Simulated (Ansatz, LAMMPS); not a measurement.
# Glassy 83GeO2-8Al2O3-8SrO (mol %) (111 atoms): where an added charge goes: runs compared

Aim: add and remove one electron in glassy 83GeO2-8Al2O3-8SrO (mol %) (111 atoms), with atoms held and relaxed, and read trapping energy and localisation.

Computed with Ansatz 0.2.0: Kohn-Sham DFT, PBE, PAW (set soft_1), plane waves.

## 1. The cell as built

The cell holds 111 atoms: 30 Ge, 6 Al, 3 Sr and 72 O. Cell: a = 11.866 Å, b = 11.866 Å, c = 11.866 Å, α = 90.0°, β = 90.0°, γ = 90.0°. 111 atoms (30 Ge, 6 Al, 3 Sr, 72 O) placed at random at 3.7 g/cm³, melted at 4000 K for 10 ps at fixed volume with the Morse and Coulomb pair potential with partial charges (Pedone, Malavasi, Menziani, Cormack and Segre, J. Phys. Chem. B 110, 11780 (2006)). Quenched from 4000 K to 300 K at 10 K/ps and fixed volume, held 10 ps at zero pressure.

Limits known from the start: The quench rate of 10 K/ps is orders of magnitude faster than experiment, which tends to freeze in extra defects. The starting topology of bonds comes from the classical model, and needn't be the one that DFT or experiment would give. Sampling is at Γ alone, for a cell whose shortest periodic width is 12 Å.

## 2. The reference run

The reference is a single point at the end of the relaxation.

The charged cells start from the geometry of this run, on a uniform background, with spin and a narrow Fermi–Dirac smearing.

Its input, with most atom lines left out:

```yaml
crystal:
  lattice:
    - [11.8657, 0.0, 0.0]
    - [0.0, 11.8657, 0.0]
    - [0.0, 0.0, 11.8657]
  atoms:
    - { symbol: Ge, position: [0.90114, 0.9569, 0.80359] }
    - { symbol: Ge, position: [0.46195, 0.48631, 0.20654] }
    - { symbol: Ge, position: [0.49574, 0.04232, 0.64147] }
    - { symbol: Ge, position: [0.16755, 0.68514, 0.86861] }
    - { symbol: Ge, position: [0.98978, 0.97816, 0.22457] }
    - { symbol: Ge, position: [0.65512, 0.38653, 0.81089] }
    - { symbol: Ge, position: [0.92124, 0.3283, 0.62195] }
    [... atom lines 8 to 111 left out ...]
kpoints:
  mp_grid: { grid: [1, 1, 1] }
hamiltonian:
  xc: pbe
  pseudopotentials: { kind: paw, azcp: { folder: soft_1 } }
scf:
  occupations: { method: fixed }
output:
  forces: true
  stress: true
  populations: true
  dos:
    method: { smearing: { sigma: 0.08 } }
    de: 0.1
    projected: { site_lists: { Al: [Al], Ge: [Ge], O: [O], Sr: [Sr] } }
  eigenvalues: true
  write_density: true
  write_potential: true
  volumetric_format: npy
  elf: true
```

| Property | Result |
| --- | --- |
| free energy per atom | -1653.9020 eV/atom |
| r.m.s. force component | 0.00827 eV/Å |
| pressure | -1.342 GPa |

Filled and empty levels are parted by 2.09 eV (at Γ alone); a semilocal functional tends to put such gaps too low. In a disordered cell it changes from sample to sample, and tail or defect levels can set it.

## 3. The runs

Each row is one run, on 4 threads of Arm Neoverse V1, shared host. The free energy is the program's total, comparable only between runs with the same functional, potentials and atoms; between charge states it hangs on the program's zero of potential.

| run | atoms | outcome | ionic steps, all passes | free energy (eV) | time | host memory (GiB) |
| --- | --- | --- | --- | --- | --- | --- |
| Single point at the start | 111 | converged | - | -183569.945 | 38 s | 2.6 |
| Relaxation | 111 | converged | 13 | -183583.117 | 5 min | 2.6 |
| Single point at the relaxed geometry | 111 | converged | - | -183583.117 | 56 s | 2.7 |
| An extra electron, atoms held | 111 | converged | - | -183577.377 | 2.9 min | 4.6 |
| An extra electron, atoms relaxed | 111 | converged | 5 | -183577.417 | 6.2 min | 4.5 |
| An extra electron, levels at the relaxed geometry | 111 | converged | - | -183577.417 | 2.4 min | 4.6 |
| Neutral at the geometry of the electron | 111 | converged | - | -183583.072 | 52 s | 2.8 |
| An extra hole, atoms held | 111 | converged | - | -183586.589 | 3.7 min | 4.6 |
| An extra hole, atoms relaxed | 111 | converged | 5 | -183586.681 | 8.7 min | 4.5 |
| An extra hole, levels at the relaxed geometry | 111 | converged | - | -183586.681 | 3.8 min | 4.6 |
| Neutral at the geometry of the hole | 111 | converged | - | -183582.977 | 52 s | 2.8 |

Local excerpt of 8 atoms (numbers count through the whole input) about O103, which holds the most spin of the extra hole after relaxation; x, y, z are measured from there.

| atom | x | y | z | distance (Å) | Löwdin charge (e) | moment (μB) |
| --- | --- | --- | --- | --- | --- | --- |
| O103 | 0.00 | 0.00 | 0.00 | 0.00 | -0.81 | 0.15 |
| Ge14 | 1.52 | 0.30 | -0.75 | 1.72 | 1.48 | 0.00 |
| Sr38 | -1.96 | -0.74 | 1.01 | 2.33 | 1.82 | 0.00 |
| O90 | 2.22 | 1.66 | 0.25 | 2.78 | -0.65 | 0.01 |
| O48 | 2.52 | -1.18 | -0.88 | 2.92 | -0.66 | 0.01 |
| O88 | 1.48 | 0.97 | -2.41 | 2.99 | -0.66 | 0.01 |
| O61 | -2.52 | 1.37 | -1.05 | 3.06 | -0.70 | 0.00 |
| O74 | -0.25 | -2.77 | -1.61 | 3.21 | -0.69 | 0.00 |

## 4. Energies and spread of the extra charge

Energies are differences within one cell and functional; the shift is the gain plus the neutral cell's energy at the new geometry, that is how much cheaper the vertical process becomes there. The spread is the participation number of the site moments (1/Σw², over the spin inside atomic spheres), with the atom that holds the largest share and the spin that the spheres hold in all.

| carrier | charged less neutral, atoms held (eV) | gain on relaxing (eV) | neutral cell at that geometry, less the reference (eV) | shift of the vertical energy (eV) | spread, atoms held | spread, relaxed |
| --- | --- | --- | --- | --- | --- | --- |
| electron | 5.740 | 0.040 | 0.046 | 0.086 | 73; O79 3 % of 0.27 μB | 64; Ge22 4 % of 0.36 μB |
| hole | -3.471 | 0.092 | 0.140 | 0.232 | 18; O103 12 % of 0.81 μB | 10; O103 18 % of 0.81 μB |

## 5. Outcome

The extra electron gains 0.040 eV as the atoms relax, and its spin goes from about 73 to 64 atoms: it stays spread out at this level. The cell with the electron ends on a moment of 0.80 μB, short of the 1 μB of one unpaired electron, so the spin density holds only part of the carrier. With the atoms held, the spheres hold only 0.27 of the 0.62 μB, so the spread is read from a small part of the spin. The extra hole gains 0.092 eV as the atoms relax, and its spin goes from about 18 to 10 atoms: a partial localisation as the atoms move, with the largest share on O103. The hole is shared among 3 partly filled levels, as near-degenerate levels under the smearing give, and as self-interaction favours. Adding the two vertical energies gives 2.27 eV, against a gap of 2.09 eV in the neutral cell. The zero of the potential cancels in this sum; the excess isn't taken apart here: charging of a small cell, filling of bands on a coarse mesh and the attraction to the background can all enter.

**Limits.** Single energies of charged cells hang on the program's zero of potential. In the spin-polarised runs the search for a state of lower energy was switched off. No distortion was seeded, so a trapped state behind a barrier can't be found. Local and semilocal functionals favour spread-out charges, so trapping can be missed. Charged cells carry a uniform background, with no correction for images.

The DFT runs together took 36 min of wall time.

[Logs are printed without paths, hosts, clocks, repeated set-up lines and the standing remarks that a program may print on its own settings, such as how far it seeks lower states.]

[Hosts, paths, dates, database ids (printed as entryN), source tags and the programs' standing remarks are cut or masked in the printed files.]
